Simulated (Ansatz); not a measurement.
# Quasiparticle gap of BiB (4H polytype) (P6_3mc), part 2 of 2

Wanted: the gap of BiB (4H polytype) (P6_3mc) with a many-body correction, and the time that it takes.

Ansatz 0.2.0; PBE, then G0W0 on it, plane waves, PAW. Known limits of the many-body steps: finite bands, screening cutoff and k mesh; no spin-orbit coupling in G0W0; band order with spin-orbit coupling not checked; large ε∞ on the G0W0 mesh; screening cutoff under 40 eV in some runs.

So far. Step 3 (Bands along the symmetry lines): Over mesh and path the gap is 0.186 eV, from k = Γ to k = (0.000, 0.000, 0.050). The least direct gap found is 0.189 eV, at k = Γ. The relaxed cell has a = 3.896, c = 12.760 Å (conventional setting).

The structure was built from a prototype and need not be the compound's stable phase.

In doubt: the program warns that the response may not be converged on this k-mesh (in some of the runs), which bears on dielectric and field responses; masses and optical values from hybrid runs of this build are listed as unsure (in some of the runs), which bears on the screening that GW takes from such a start.

### 4. The quasiparticle correction

G0W0 replaces the xc potential by a self-energy built once from the orbitals of the start. Levels are corrected in the window of bands that the input names, at points of the mesh.

This step: G0W0 on PBE, plane waves, PAW.

File input.yaml:

```yaml
crystal:
  lattice:
    - [3.8956272968, 0.0, 0.0]
    - [-1.9478136484, 3.3737122027, 0.0]
    - [0.0, 0.0, 12.7602919113]
  atoms:
    - { symbol: B, position: [0.0, 0.0, 0.0004571309] }
    - { symbol: B, position: [0.3333333333, 0.6666666667, 0.2494352804] }
    - { symbol: B, position: [0.0, 0.0, 0.5004571309] }
    - { symbol: B, position: [0.6666666667, 0.3333333333, 0.7494352804] }
    - { symbol: Bi, position: [0.0, 0.0, 0.187221663] }
    - { symbol: Bi, position: [0.3333333333, 0.6666666667, 0.4378859257] }
    - { symbol: Bi, position: [0.0, 0.0, 0.687221663] }
    - { symbol: Bi, position: [0.6666666667, 0.3333333333, 0.9378859257] }
kpoints:
  mp_grid: { grid: [6, 6, 2] }
hamiltonian:
  xc: pbe
scf:
  occupations: { method: fixed }
gw:
  n_empty_bands: 500
  ecut_chi: 120.0
  qp_bands: [v2, c2]
  qp_kpoints: band_edges
  screening: { model: contour_deformation }
```

Command:

```sh
ansatz run input.yaml --threads 8 --pin off --max-ram 17510MiB --backend cpu --events-out ev --progress --plain --runs-dir out
```

Numbers of over 12 decimals in the logs are rounded to 6 here.

Output:

```text
[...]
Crystal: 8 atoms, lattice volume = 167.705 Å³
Basis set: ecut = 420 eV, 3319 PW (Γ)
Bands: 44, of which v1, the nominal top of the filled ones, is band 36 counted from 1 (35 counted from 0)
Symmetry: 12 space group operations
[...]
k-points: 14 of 72
[...]
SCF iter   1: F=—  HF=-50203.414258 eV  |F-HF|=—  |Δ(HF+E_count)|=         —  Δρ=2.15e-3  dr2=1.03e-2  ethr=1.77e-3  ⟨swp⟩=5.1  Hψ=2265  notcnv=0  defer=77
[...]
SCF iter   7: F=-50203.414146 eV  HF=-50203.414146 eV  |F-HF|=1.97e-8  |Δ(HF+E_count)|=   1.86e-7  Δρ=3.33e-6  dr2=3.52e-8  ethr=1.39e-10  ⟨swp⟩=9.1  Hψ=2319  notcnv=0
SCF 1 converged in 7 iterations: F = -50203.414146 eV  dr2 = 3.52e-8
[...]
G₀W₀ screening: q 1/14
[... further progress lines ...]
SCF converged after 7 iterations
Free energy (F): -50203.414146 eV
[...]
Internal energy: -50203.414146 eV  (E = F + TS)
E sigma→0 (E₀):  -50203.414146 eV
Fermi energy:    10.392892 eV
[...]
--- Band table (eV; the first three rows and the last of 14) ---
  k-point 0: bands = [... 32 lower, 9.4281, 10.2815, 10.3929, 10.3929, 10.5808, 10.6243, 10.9214, 11.2806, ... 4 higher]
  k-point 1: bands = [... 32 lower, 10.0344, 10.0344, 10.0344, 10.0344, 10.6925, 10.6925, 11.5004, 11.5004, ... 4 higher]
  k-point 2: bands = [... 32 lower, 8.8438, 8.8558, 9.7096, 9.8827, 11.6455, 11.7225, 11.8566, 12.4120, ... 4 higher]
  k-point 13: bands = [... 32 lower, 7.3287, 7.3287, 7.6884, 7.6884, 11.9053, 11.9053, 12.9300, 12.9300, ... 4 higher]
--- G₀W₀: contour deformation, 8 samples at zero and on the imaginary axis and 1 off it, 72 q-points, 500 empty bands' worth ---
  eigenvalues of the whole cell's RPA ε∞ on this k-mesh (on a slab, of 1 + 4πα/V) = 103.5493, 283.4071, 283.4071; static W/v taken at q = 0 is 0.004100
  bands read: the sum over 536 bands ends inside a degenerate multiplet in 2 slots, whose members it reads at an even weight; the widest, k=1: bands 535 to 538 (counted from 1) at 2/4 each
  gw.qp_kpoints: band_edges: 9 of 14 stored k-points solved, in 1 pass; an edge of the gap read off the rows below is read off those points alone
    valence top: of the k-points left out ik 8 came nearest to being solved in a further pass, in band 36 (counted from 1, as in the quasiparticle table): it holds the edge there only if its correction is more favourable than any solved in that band by at least 1.307 eV; those differ by 0.140 eV
    conduction bottom: of the k-points left out ik 10 came nearest to being solved in a further pass, in band 37 (counted from 1, as in the quasiparticle table): it holds the edge there only if its correction is more favourable than any solved in that band by at least 0.948 eV; those differ by 0.123 eV
    ik  band        ε_KS         Σx   Σc(E_QP)       V_xc       Z   E_QP_lin       E_QP  E_QP is
     0    35     10.3929   -14.7611     0.3648   -14.1571  0.7363    10.1495    10.1538  root
     0    36     10.3929   -14.7611     0.3648   -14.1571  0.7363    10.1495    10.1538  root
     0    37     10.5808   -11.0170    -3.5247   -14.5934  0.7380    10.6326    10.6324  root
     0    38     10.6243   -11.9411    -3.6329   -15.7021  0.7331    10.7535    10.7524  root
     1    35     10.0344   -14.7608     0.5239   -13.9753  0.7379     9.7674     9.7729  root
     1    36     10.0344   -14.7608     0.5239   -13.9753  0.7379     9.7674     9.7729  root
     1    37     10.6925   -10.3097    -3.6775   -14.0337  0.7397    10.7391    10.7390  root
     1    38     10.6925   -10.3097    -3.6775   -14.0337  0.7397    10.7391    10.7390  root
     2    35      9.7096   -14.4337     0.4490   -13.7156  0.7382     9.4346     9.4405  root
     2    36      9.8827   -14.8336     0.6042   -13.9574  0.7365     9.6046     9.6107  root
     2    37     11.6455    -9.4635    -3.9156   -13.4372  0.7339    11.7038    11.7037  root
     2    38     11.7225   -10.0427    -3.9740   -14.1016  0.7304    11.8079    11.8074  root
     3    35      9.5199   -14.8181     0.7652   -13.7590  0.7364     9.2186     9.2261  root
     3    36      9.5199   -14.8181     0.7652   -13.7590  0.7364     9.2186     9.2261  root
     3    37     11.5405    -9.3502    -3.8734   -13.2605  0.7384    11.5775    11.5774  root
     3    38     11.5405    -9.3502    -3.8734   -13.2605  0.7384    11.5775    11.5774  root
     4    35      8.6088   -14.4424     0.9917   -13.1125  0.7322     8.2597     8.2706  root
     4    36      9.0903   -14.9667     1.0075   -13.6408  0.7331     8.7626     8.7719  root
     4    37     11.1707    -8.5986    -3.7738   -12.3135  0.7464    11.1120    11.1116  root
     4    38     11.2531    -9.7483    -3.7977   -13.5794  0.7398    11.2865    11.2864  root
     5    35      8.7273   -14.9401     1.1658   -13.4370  0.7317     8.3788     8.3900  root
     5    36      8.7273   -14.9401     1.1658   -13.4370  0.7317     8.3788     8.3900  root
     5    37     11.0978    -8.9274    -3.7270   -12.6168  0.7458    11.0602    11.0601  root
     5    38     11.0978    -8.9274    -3.7270   -12.6168  0.7458    11.0602    11.0601  root
     6    35      8.3788   -14.7436     1.2154   -13.1765  0.7293     8.0148     8.0271  root
     6    36      8.7657   -15.0136     1.1668   -13.5118  0.7311     8.4198     8.4306  root
     6    37     10.8297    -9.9193    -3.6520   -13.5748  0.7436    10.8331    10.8331  root
     6    38     10.9294    -8.8093    -3.7518   -12.5022  0.7475    10.8708    10.8704  root
     7    35      8.4039   -14.9864     1.3250   -13.3088  0.7291     8.0387     8.0513  root
     7    36      8.4039   -14.9864     1.3250   -13.3088  0.7291     8.0387     8.0513  root
     7    37     11.1602    -8.5351    -3.8441   -12.3252  0.7460    11.1064    11.1062  root
     7    38     11.1602    -8.5351    -3.8441   -12.3252  0.7460    11.1064    11.1062  root
    13    35      7.6884   -14.8741     1.6025   -12.8922  0.7199     7.2936     7.3091  root
    13    36      7.6884   -14.8741     1.6025   -12.8922  0.7199     7.2936     7.3091  root
    13    37     11.9053    -7.8678    -4.0149   -11.8182  0.7464    11.8411    11.8408  root
    13    38     11.9053    -7.8678    -4.0149   -11.8182  0.7464    11.8411    11.8408  root
```

The job ended after 9.7 min (8 threads of Arm Neoverse V2, shared host; peak memory 6.9 GiB; 71 min of CPU time).

Numbers from this step:

| Item | Value |
| --- | --- |
| bands summed | 536 |
| RPA ε∞ on this mesh (eigenvalues) | 103.5, 283.4, 283.4 |
| plane waves in the screening matrix | 515 |
| q-points in the mesh | 72 |
| G0W0 gap over the corrected points | 0.4786 eV |
| k of the valence top | 0, 0, 0 |
| k of the conduction bottom | 0, 0, 0 |
| starting gap on the mesh | 0.1879 eV |
| Z at the valence top | 0.7363 |
| Z at the conduction bottom | 0.7380 |
| least direct G0W0 gap over the corrected points | 0.4786 eV |

Over 9 of 14 irreducible mesh points the G0W0 gap is 0.479 eV, direct, at k = Γ. The PBE gap of this run on the mesh is 0.188 eV. The two states that bound the G0W0 gap lie that far apart at the start, so the correction of the gap is 0.479 − 0.188 = +0.291 eV. The start of this run differs from the step before in mesh (12×12×2 and 6×6×2) and occupations.

Labels follow the order of the start: v1 is the top filled band, c1 the lowest empty one; levels that stay degenerate share a row, the window can cut a multiplet, doubted levels are not marked in this list, bands outside the window were not corrected, and the list may be a part of the corrected levels. The levels before and after the correction (eV, zero at the valence-band top of each column):

|  | conduction bottom | valence top |
| --- | --- | --- |
| Kohn-Sham | 0.19 | 0.00 |
| G0W0 | 0.48 | 0.00 |

|  | level | occupation | energy (eV) |
| --- | --- | --- | --- |
| Kohn-Sham | Γ v2-v1 | 2 | 0.000 |
| Kohn-Sham | Γ c1 | 0 | 0.188 |
| Kohn-Sham | Γ c2 | 0 | 0.231 |
| G0W0 | Γ v2-v1 | 2 | 0.000 |
| G0W0 | Γ c1 | 0 | 0.479 |
| G0W0 | Γ c2 | 0 | 0.599 |

The parts of the quasiparticle energy for the two states that bound the G0W0 gap, in eV on the run's own scale (QP = start + Σx + Σc − Vxc, with Σc at the quasiparticle energy):

| edge | k | band | start | Σx | Σc | Vxc | Z | QP |
| --- | --- | --- | --- | --- | --- | --- | --- | --- |
| valence top | Γ | 35 | 10.393 | −14.761 | 0.365 | −14.157 | 0.736 | 10.154 |
| conduction bottom | Γ | 37 | 10.581 | −11.017 | −3.525 | −14.593 | 0.738 | 10.632 |

### 5. Spin-orbit coupling

This run has two-component orbitals with spin-orbit coupling.

This step: DFT, PBE with spin-orbit coupling, plane waves, PAW.

input.yaml, the sections that differ from step 4:

```yaml
kpoints:
  mp_grid: { grid: [12, 12, 2] }
  band_path:
    path:
      - [0.0, 0.0, 0.0]
      - [0.5, 0.0, 0.0]
      - [0.33333333, 0.33333333, 0.0]
      - [0.0, 0.0, 0.5]
      - [0.5, 0.0, 0.5]
      - [0.33333333, 0.33333333, 0.5]
      - [0.0, 0.0, 0.05]
    npoints: 1
scf:
  occupations: { method: fermi_dirac, width: 0.02 }
  n_extra_bands: 12
magnetization:
  noncollinear: true
  spin_orbit: true
output:
  eigenvalues: true
  forces: true
  stress: true
# crystal, hamiltonian: as in step 4
# gw: removed
```

Output:

```text
[...]
non-collinear run that drives no moment, with spin-orbit: no starting moment large enough to seed its density (crystal.atoms[].spin), no starting occupations that ask for one, no magnetisation constraint and no magnetic field, so the semilocal B_xc is pinned to zero
Crystal: 8 atoms, lattice volume = 167.705 Å³
Basis set: ecut = 420 eV, 3319 PW (Γ), exchange–correlation on 54×54×180 points (8 copies of the dense FFT grid, shifted against one another)
Bands: 84, of which v1, the nominal top of the filled ones, is band 72 counted from 1 (71 counted from 0)
Symmetry: 12 space group operations + 12 with time reversal
[...]
k-points: 38 of 288
Projection manifold: j_resolved (fully-relativistic pseudo-atomic orbitals)
[...]
SCF iter   1: F=—  HF=-50372.789867 eV  |F-HF|=—  |Δ(HF+E_count)|=         —  Δρ=5.29e-2  dr2=8.69e0  dr2_m=0.00e0 (ungated)  ethr=3.10e-3  |M|=0.00e0 ∫|m|=0.00e0 μB  |m|>n=0.0e0 m-floor=0.0e0 τ_xc=0.0e0  β_m=0.30  ⟨swp⟩=6.7  Hψ=16001  notcnv=0
[...]
spin=Noncollinear: Resta preconditioning applied to the charge; magnetization (m_x, m_y, m_z) channels mix plain (no charge-response kernel on spin).
SCF iter   2: F=—  HF=-50370.988037 eV  |F-HF|=—  |Δ(HF+E_count)|=    1.80e0  Δρ=2.96e-2  dr2=2.53e0  dr2_m=0.00e0 (ungated)  ethr=3.10e-3  |M|=0.00e0 ∫|m|=0.00e0 μB  |m|>n=0.0e0 m-floor=0.0e0 τ_xc=0.0e0  β_m=0.47  ⟨swp⟩=3.0  Hψ=5088  notcnv=0  defer=193
[...]
site 4: m = (+0.0000, +0.0000, +0.0000) μB, |m| = 0.0000 μB  (R = 0.98 Å)
  site 5: m = (+0.0000, +0.0000, +0.0000) μB, |m| = 0.0000 μB  (R = 0.98 Å)
  site 6: m = (+0.0000, +0.0000, +0.0000) μB, |m| = 0.0000 μB  (R = 0.98 Å)
  site 7: m = (+0.0000, +0.0000, +0.0000) μB, |m| = 0.0000 μB  (R = 0.98 Å)
Free energy (F): -50370.359935 eV
[...]
Internal energy: -50370.359713 eV  (E = F + TS)
E sigma→0 (E₀):  -50370.359824 eV
Entropy (-TS):   -0.000222 eV (-0.028 meV/atom)
Fermi energy:    10.575122 eV
[...]
--- Forces (eV/Å), atoms counted from 1 ---
  atom   1  B      0.00000000     0.00000000     0.01868968
  atom   2  B      0.00000000     0.00000000    -0.00163519
  atom   3  B      0.00000000    -0.00000000     0.01868968
  atom   4  B      0.00000000    -0.00000000    -0.00163519
  atom   5  Bi     0.00000000    -0.00000000    -0.01347109
  atom   6  Bi     0.00000000     0.00000000    -0.00358175
  atom   7  Bi     0.00000000     0.00000000    -0.01347109
  atom   8  Bi    -0.00000000    -0.00000000    -0.00358175
  max |Σ_I F_I| component: 3.29e-6 eV/Å
--- Stress (GPa, compression-positive) ---
        0.047968       0.000000       0.000000
        0.000000       0.047968       0.000000
       -0.000000       0.000000       0.188859
  P = ⅓ Tr σ = 0.0949 GPa (0.949 kbar)
--- Band table (eV; the first three rows and the last of 38) ---
  k-point 0: bands = [... 68 lower, 10.4780, 10.4780, 10.5668, 10.5668, 10.5872, 10.5872, 10.6346, 10.6346, ... 8 higher]
  k-point 1: bands = [... 68 lower, 10.2550, 10.2550, 10.2550, 10.2550, 10.6992, 10.6992, 10.6992, 10.6992, ... 8 higher]
  k-point 2: bands = [... 68 lower, 9.7242, 9.9372, 10.3860, 10.3977, 11.0581, 11.2339, 11.2665, 11.3164, ... 8 higher]
  k-point 37: bands = [... 68 lower, 7.6723, 7.6723, 7.7464, 7.7464, 11.8369, 11.8369, 11.9229, 11.9229, ... 8 higher]
[key lines of the parts left out:]
SCF converged after 9 iterations
Magnetization: |M| = 0.0000 μB,  M = (+0.0000, +0.0000, +0.0000) μB
```

The job ended after 29 s (8 threads; peak memory 2.7 GiB).

This step gave:

* pressure: 0.09493 GPa
* gap: 0.01447 eV
* valence top at: Γ
* conduction bottom at: k = (0.000, 0.000, 0.050)
* least direct gap: 0.01812 eV

Over mesh and listed points the gap is 0.014 eV, from k = Γ to k = (0.000, 0.000, 0.050). The least direct gap found is 0.018 eV, at k = (0.000, 0.000, 0.050). A gap this narrow can be one between bands that have crossed; their order was not checked. It is no wider than five times the smearing of 0.02 eV. PBE+SOC against PBE: 0.014 − 0.186 = −0.172 eV, with the same mesh, set of files (read in its fully relativistic form for the spin-orbit run) and cutoff, and both edges at the same k points. The spin-orbit run sees mesh and listed points alone, so its gap is an upper bound: the coupling can move an edge off these points, the more so as this crystal has no centre of inversion, and the change over the zone, its sign included where it is small, is not known. The order of the bands was not checked, so with a gap cut this far they may have crossed.

### 6. Side by side

Each gap is the least one over the points named; times are wall times on shared hosts, not benchmarks. A G0W0 time includes the run's own self-consistent start. Runs with listed points see these and the mesh alone, so an edge that moves elsewhere is missed. Rows marked * are further runs, not shown as steps, whose inputs differ from the G0W0 step on the same start in the columns given; solver thresholds can differ too. Rows marked ? have an edge level that the program doubts.

| level | mesh | files, cutoff | bands summed, screening | points | gap (eV) | valence top | conduction bottom | least direct gap (eV) | time |
| --- | --- | --- | --- | --- | --- | --- | --- | --- | --- |
| PBE | 12×12×2 | soft_2 PAW, 420 eV | - | mesh and path | 0.186 | Γ | (0.000, 0.000, 0.050) | 0.189 | 8.9 s |
| PBE+SOC | 12×12×2 | soft_2 PAW, 420 eV | - | mesh and listed points | 0.014 | Γ | (0.000, 0.000, 0.050) | 0.018 | 29 s |
| G0W0@PBE*? | 6×6×2 | soft_2 PAW, 420 eV | 118, 36 eV | 9 of 14 irreducible mesh points | 0.372 | Γ | Γ | 0.372 | 30 s |
| G0W0@PBE* | 6×6×2 | soft_2 PAW, 420 eV | 268, 72 eV | 9 of 14 irreducible mesh points | 0.466 | Γ | Γ | 0.466 | 1.8 min |
| G0W0@PBE | 6×6×2 | soft_2 PAW, 420 eV | 536, 120 eV | 9 of 14 irreducible mesh points | 0.479 | Γ | Γ | 0.479 | 9.7 min |
| G0W0@PBE* | 6×6×2 | soft_2 PAW, 420 eV | 536, 120 eV, plasmon pole | 9 of 14 irreducible mesh points | 0.525 | Γ | Γ | 0.525 | 5.7 min |

### 7. Results

```json
{
  "PBE gap over mesh and path": "0.186 eV, from k = Γ to k = (0.000, 0.000, 0.050)",
  "G0W0@PBE gap over 9 of 14 irreducible mesh points": "0.479 eV, direct, at k = Γ",
  "PBE+SOC gap over mesh and listed points": "0.014 eV",
  "GW settings": "6×6×2 mesh, 500 empty bands, screening to 120 eV",
  "known limits": "finite bands, screening cutoff and k mesh; no spin-orbit coupling in G0W0; band order with spin-orbit coupling not checked; large ε∞ on the G0W0 mesh; screening cutoff under 40 eV in some runs"
}
```

Over 9 of 14 irreducible mesh points the G0W0 gap is 0.479 eV, direct, at k = Γ. The PBE gap of this run on the mesh is 0.188 eV. The two states that bound the G0W0 gap lie that far apart at the start, so the correction of the gap is 0.479 − 0.188 = +0.291 eV. The valence state moves by 10.154 − 10.393 = −0.239 eV and the conduction state by 10.632 − 10.581 = +0.051 eV, on the run's own scale; how far single levels stand from their limit in bands is not shown. Over mesh and path, PBE puts the conduction bottom at k = (0.000, 0.000, 0.050), where no G0W0 correction was computed. The G0W0 gap over the whole zone is therefore not known from this run; at its settings it can only be equal to or under the 0.479 eV found, and no correction is carried over from another point. For the start itself the gap is 0.186 eV over mesh and path and 0.188 eV on the mesh of the G0W0 run, in runs that differ in mesh (12×12×2 and 6×6×2) and occupations. From 118 bands and 36 eV to 536 bands and 120 eV the gap moves by 0.479 − 0.372 = +0.107 eV (rung by rung 0.372, 0.466, 0.479 eV); bands and screening cutoff rise together, so their parts are not told apart. An edge row is in doubt in the run with 118 bands, so no limit is drawn and it is not known. With the plasmon pole model in place of the contour deformation model and all else as in the G0W0@PBE row with 536 bands, the gap differs by 0.525 − 0.479 = +0.046 eV. G0W0 on other starts in this series, not shown as steps and not all at these settings: 0.738 eV on HSE06 (6×6×2, soft_2 PAW, 536 bands, 120 eV). PBE+SOC against PBE: 0.014 − 0.186 = −0.172 eV, with the same mesh, set of files (read in its fully relativistic form for the spin-orbit run) and cutoff, and both edges at the same k points. The spin-orbit run sees mesh and listed points alone, so its gap is an upper bound: the coupling can move an edge off these points, the more so as this crystal has no centre of inversion, and the change over the zone, its sign included where it is small, is not known. The order of the bands was not checked, so with a gap cut this far they may have crossed. What spin-orbit coupling does to the G0W0 levels was not computed, so no sum with the G0W0 gap is formed. The G0W0 runs are scalar-relativistic. With heavy atoms and a narrow start gap, spin-orbit coupling can change the order of the bands at the edges; the order was not checked, and the scalar-relativistic G0W0 gap may be a model value. The largest eigenvalue of the RPA ε∞ is large: 283 in G0W0@PBE (6×6×2, 536 bands), 294 in G0W0@PBE (6×6×2, 118 bands), 284 in G0W0@PBE (6×6×2, 268 bands) and 283 in G0W0@PBE (6×6×2, 536 bands). A perturbation-theory run of this series on PBE, not shown as a step (6×6×2 (response on 1944 points) mesh, soft_2 PAW), gives 17.5 and 17.6 (stated error 0.9), so a mesh with so large a value overstates the long-range screening, which bears on the G0W0 gap by an amount not known here. No pair of G0W0 runs that differ in the mesh alone is shown (6×6×2 is a supercell whose nearest images lie 23 Å apart), so the error from the mesh is not known here. G0W0 is shown with one set of atomic data (soft_2 PAW), so the error from the files is not known here. A screening cutoff under 40 eV is crude: G0W0@PBE with 118 bands at 36 eV. Failed or unusable runs on PBE in this series, left out of the table: G0W0@PBE (6×6×2 mesh, hard PAW files, 710 eV, 741 empty bands) reached its time limit after 4.5 min.

[Paths, hosts, dates, memory and timing lines, banners, echoed tables and standing remarks are left out of the program output.]

[Logs are printed without paths, hosts, clocks, repeated set-up lines and the standing remarks that a program may print on its own settings, such as how far it seeks lower states.]

[Runs of the session that timed out or met a known fault of the program may be left out.]

[Cells called generated may have been cut or substituted from an entry of the Crystallography Open Database or the Materials Project.]

[Hosts, paths, dates, database ids (printed as entryN), source tags and the programs' standing remarks are cut or masked in the printed files.]

[Where an RPA ε∞ is given, it is that of the G0W0 mesh and is not shown converged in it. Names of k-points follow the symmetry that the program found, which can be lower than the space group named. Band edges on a path are those of the sampled points; other points can move an edge, and change direct to indirect where valleys lie close.]

[Hybrid gaps are those of their k-mesh and are not shown converged in it.]
